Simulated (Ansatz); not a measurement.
**Os(0001) film, 5 layers, flat: channels in plane against thickness**

How does quantum confinement change the conductance of Os(0001) film, 5 layers, flat and thicker films?

Calculated with Ansatz 0.2.0; Ansatz plane-wave DFT, PBE, PAW files; ballistic transport by layer matching (Landauer), zero bias; PAW set soft_1.

Most raw output is cut from this account.

## (1) Set-up

The cell holds 10 atoms: 10 Os. Its edges and angles: a = 19.639 Å, b = 2.734 Å, c = 4.736 Å, α = 90.0°, β = 90.0°, γ = 90.0°. It derives from Os. Vacuum lies along a. The structure's axis is c.

## (2) With 5 layers

Vacuum lies along the first vector, which takes one k-point, and the current runs in the film's plane. One period is a perfect wire, so its channels are the result. Energies from -0.27 to 0.27 eV in steps of 0.036 eV cover the slope of the Fermi function at 300 K, so the program can form a conductance.

File input.yaml:

```yaml
crystal:
  lattice:
    - [19.6394, 0.0, 0.0]
    - [0.0, 2.7341, 0.0]
    - [0.0, 0.0, 4.735600113]
  atoms:
    - { symbol: Os, position: [0.2291312362, 0.0, 0.0] }
    - { symbol: Os, position: [0.2291312362, 0.5, 0.5] }
    - { symbol: Os, position: [0.3391065919, 0.0, 0.3333333333] }
    - { symbol: Os, position: [0.3391065919, 0.5, 0.8333333333] }
    - { symbol: Os, position: [0.4490819475, 0.0, 0.0] }
    - { symbol: Os, position: [0.4490819475, 0.5, 0.5] }
    - { symbol: Os, position: [0.5590573032, 0.0, 0.3333333333] }
    - { symbol: Os, position: [0.5590573032, 0.5, 0.8333333333] }
    - { symbol: Os, position: [0.6690326588, 0.0, 0.0] }
    - { symbol: Os, position: [0.6690326588, 0.5, 0.5] }
kpoints:
  mp_grid: { grid: [1, 15, 9] }
hamiltonian:
  xc: pbe
  pseudopotentials: { kind: paw, azcp: { folder: soft_1 } }
scf:
  occupations: { method: fermi_dirac, width: 0.1 }
output:
  transmission:
    leads: [[0, 0]]
    kmesh: [1, 34]
    e_range: [-0.27, 0.27]
    de: 0.036
```

Command:

```sh
$ ansatz run input.yaml --threads 4 --pin off --max-ram 8192MiB --backend cpu --events-out ev --progress --plain --runs-dir out
```

Elapsed: 24 min, on 4 threads of Arm Neoverse V1, shared host; peak memory 2.5 GiB; 83 min of CPU time.

Numbers from this step:

```yaml
free_energy: -113854.3703 eV
energy_at_zero_smearing: -113854.2117 eV
fermi_energy: 11.97 eV
cell_area: 53.70 Å²
estimated_errors_of_the_lead_s_conductance: 0, 5.6, 0.3 % (band edges, k-mesh, distance from neutral)
lead_conductance_per_cell: 6.040 G₀
```

Per spin. Table of open channels, zone mean, lead by energy, zero at the Fermi level:

| energy (eV) | open channels, zone mean, lead |
| --- | --- |
| -0.270 | 4.82 |
| -0.234 | 4.88 |
| -0.198 | 5.47 |
| -0.162 | 6.29 |
| -0.126 | 6.18 |
| -0.090 | 6.12 |
| -0.054 | 6.18 |
| -0.018 | 6.24 |
| 0.018 | 5.94 |
| 0.054 | 6.12 |
| 0.090 | 6 |
| 0.126 | 6 |
| 0.162 | 6 |
| 0.198 | 6.18 |
| 0.234 | 6.12 |
| 0.270 | 6 |

The program's largest error estimate for it is 5.6 %, from the k-mesh.

## (3) With 6 layers, thickness 12.959 A

The film grows to 6 layers.

System of this step: Os(0001) film, 6 layers, flat. The cell holds 12 atoms: 12 Os. Its edges and angles: a = 21.799 Å, b = 2.734 Å, c = 4.736 Å, α = 90.0°, β = 90.0°, γ = 90.0°. It derives from Os. Vacuum lies along a. The structure's axis is c.

input.yaml, the sections that differ from step 2:

```yaml
crystal:
  lattice:
    - [21.79925, 0.0, 0.0]
    - [0.0, 2.7341, 0.0]
    - [0.0, 0.0, 4.735600113]
  atoms:
    - { symbol: Os, position: [0.2064291203, 0.0, 0.0] }
    - { symbol: Os, position: [0.2064291203, 0.5, 0.5] }
    - { symbol: Os, position: [0.305508217, 0.0, 0.3333333333] }
    - { symbol: Os, position: [0.305508217, 0.5, 0.8333333333] }
    - { symbol: Os, position: [0.4045873138, 0.0, 0.0] }
    - { symbol: Os, position: [0.4045873138, 0.5, 0.5] }
    - { symbol: Os, position: [0.5036664105, 0.0, 0.3333333333] }
    - { symbol: Os, position: [0.5036664105, 0.5, 0.8333333333] }
    - { symbol: Os, position: [0.6027455073, 0.0, 0.0] }
    - { symbol: Os, position: [0.6027455073, 0.5, 0.5] }
    - { symbol: Os, position: [0.7018246041, 0.0, 0.3333333333] }
    - { symbol: Os, position: [0.7018246041, 0.5, 0.8333333333] }
# kpoints, hamiltonian, scf, output: as in step 2
```

Run time: 32 min. Hardware: 4 threads; peak memory 3 GiB.

Numbers from this step:

```yaml
free_energy: -136626.2812 eV
energy_at_zero_smearing: -136626.1269 eV
fermi_energy: 13.36 eV
cell_area: 59.60 Å²
estimated_errors_of_the_lead_s_conductance: 0, 6.5, 0 % (band edges, k-mesh, distance from neutral)
lead_conductance_per_cell: 6.037 G₀
```

Per spin. The open channels, zone mean, lead by energy, zero at the Fermi level:

| energy (eV) | open channels, zone mean, lead |
| --- | --- |
| -0.270 | 6 |
| -0.234 | 6.15 |
| -0.198 | 6.38 |
| -0.162 | 6.56 |
| -0.126 | 6.06 |
| -0.090 | 5.82 |
| -0.054 | 6 |
| -0.018 | 6.06 |
| 0.018 | 6 |
| 0.054 | 6.06 |
| 0.090 | 6.24 |
| 0.126 | 6.24 |
| 0.162 | 6.41 |
| 0.198 | 6.88 |
| 0.234 | 6.59 |
| 0.270 | 6.56 |

The lead conductance per cell is 6.04 G₀, 0.064 % under the 6.04 G₀ of the last finished run, within the error estimates, leads' steps apart, of 5.6 and 6.5 %.

## (4) With 7 layers, thickness 15.119 A

The film grows to 7 layers.

System of this step: Os(0001) film, 7 layers, flat. The cell holds 14 atoms: 14 Os. Its edges and angles: a = 23.959 Å, b = 2.734 Å, c = 4.736 Å, α = 90.0°, β = 90.0°, γ = 90.0°. It derives from Os. Vacuum lies along a. The structure's axis is c.

input.yaml, the sections that differ from step 3:

```yaml
crystal:
  lattice:
    - [23.9591, 0.0, 0.0]
    - [0.0, 2.7341, 0.0]
    - [0.0, 0.0, 4.735600113]
  atoms:
    - { symbol: Os, position: [0.1878200767, 0.0, 0.0] }
    - { symbol: Os, position: [0.1878200767, 0.5, 0.5] }
    - { symbol: Os, position: [0.2779674529, 0.0, 0.3333333333] }
    - { symbol: Os, position: [0.2779674529, 0.5, 0.8333333333] }
    - { symbol: Os, position: [0.368114829, 0.0, 0.0] }
    - { symbol: Os, position: [0.368114829, 0.5, 0.5] }
    - { symbol: Os, position: [0.4582622052, 0.0, 0.3333333333] }
    - { symbol: Os, position: [0.4582622052, 0.5, 0.8333333333] }
    - { symbol: Os, position: [0.5484095813, 0.0, 0.0] }
    - { symbol: Os, position: [0.5484095813, 0.5, 0.5] }
    - { symbol: Os, position: [0.6385569575, 0.0, 0.3333333333] }
    - { symbol: Os, position: [0.6385569575, 0.5, 0.8333333333] }
    - { symbol: Os, position: [0.7287043336, 0.0, 0.0] }
    - { symbol: Os, position: [0.7287043336, 0.5, 0.5] }
# kpoints, hamiltonian, scf, output: as in step 3
```

Run time: 44 min. Hardware: 4 threads; peak memory 3.7 GiB; 2.6 h of CPU time.

Numbers from this step:

| Item | Value |
| --- | --- |
| free energy | -159398.1299 eV |
| energy at zero smearing | -159397.9517 eV |
| Fermi energy | 14.50 eV |
| cell area | 65.51 Å² |
| estimated errors of the lead's conductance | 0, 4.7, 0.9 % (band edges, k-mesh, distance from neutral) |
| lead conductance per cell | 7.125 G₀ |

Per spin. The open channels, zone mean, lead by energy, zero at the Fermi level:

| energy (eV) | open channels, zone mean, lead |
| --- | --- |
| -0.270 | 7.18 |
| -0.234 | 7.18 |
| -0.198 | 7.12 |
| -0.162 | 7 |
| -0.126 | 6.97 |
| -0.090 | 7.09 |
| -0.054 | 7.09 |
| -0.018 | 7.09 |
| 0.018 | 6.97 |
| 0.054 | 7.44 |
| 0.090 | 7.74 |
| 0.126 | 7.68 |
| 0.162 | 7.62 |
| 0.198 | 7.56 |
| 0.234 | 7.44 |
| 0.270 | 7.24 |

The lead conductance per cell is 7.12 G₀, 18 % over the 6.04 G₀ of the last finished run.

## (5) Cost and result by level

Times are for 4 threads of Arm Neoverse V1, shared host. The runs compared:

| no. | layers | lead conductance per cell (G₀) | time | memory (GiB) |
| --- | --- | --- | --- | --- |
| 1 | 5 | 6.040 | 24 min | 2.5 |
| 2 | 6 | 6.037 | 32 min | 3.0 |
| 3 | 7 | 7.125 | 44 min | 3.7 |

The runs together. The open channels, zone mean by energy, zero at the Fermi level:

| energy (eV) | 5 | 6 | 7 |
| --- | --- | --- | --- |
| -0.270 | 4.82 | 6 | 7.18 |
| -0.234 | 4.88 | 6.15 | 7.18 |
| -0.198 | 5.47 | 6.38 | 7.12 |
| -0.162 | 6.29 | 6.56 | 7 |
| -0.126 | 6.18 | 6.06 | 6.97 |
| -0.090 | 6.12 | 5.82 | 7.09 |
| -0.054 | 6.18 | 6 | 7.09 |
| -0.018 | 6.24 | 6.06 | 7.09 |
| 0.018 | 5.94 | 6 | 6.97 |
| 0.054 | 6.12 | 6.06 | 7.44 |
| 0.090 | 6 | 6.24 | 7.74 |
| 0.126 | 6 | 6.24 | 7.68 |
| 0.162 | 6 | 6.41 | 7.62 |
| 0.198 | 6.18 | 6.88 | 7.56 |
| 0.234 | 6.12 | 6.59 | 7.44 |
| 0.270 | 6 | 6.56 | 7.24 |

## (6) Outcome

| Property | Result |
| --- | --- |
| conductance per cell, 5 layers | 6.04 G₀ |
| conductance per cell, 6 layers | 6.04 G₀ |
| conductance per cell, 7 layers | 7.12 G₀ |

The conductance per cell width goes from 6.04 G0 at 5 to 7.12 G0 at 7 layers. Over the film's own cross-section (layers × spacing × width) the conductance runs from 1.6 to 1.3×10¹⁵ S/m²; that nominal section leaves out the charge that spills into the vacuum, which flatters the thinnest films. The gains from one thickness to the next are -0.0039 and 1.1 G0 per added layer; they differ by more than the error estimates allow, as expected where subbands cross the Fermi level in steps. The film repeats perfectly along the current, so nothing scatters; its faces are clean and not relaxed. Spin-orbit coupling is left out, which matters for Os.

[Logs are printed without paths, hosts, clocks, repeated set-up lines and the standing remarks that a program may print on its own settings, such as how far it seeks lower states.]

[Hosts, paths, dates, database ids (printed as entryN), source tags and the programs' standing remarks are cut or masked in the printed files.]
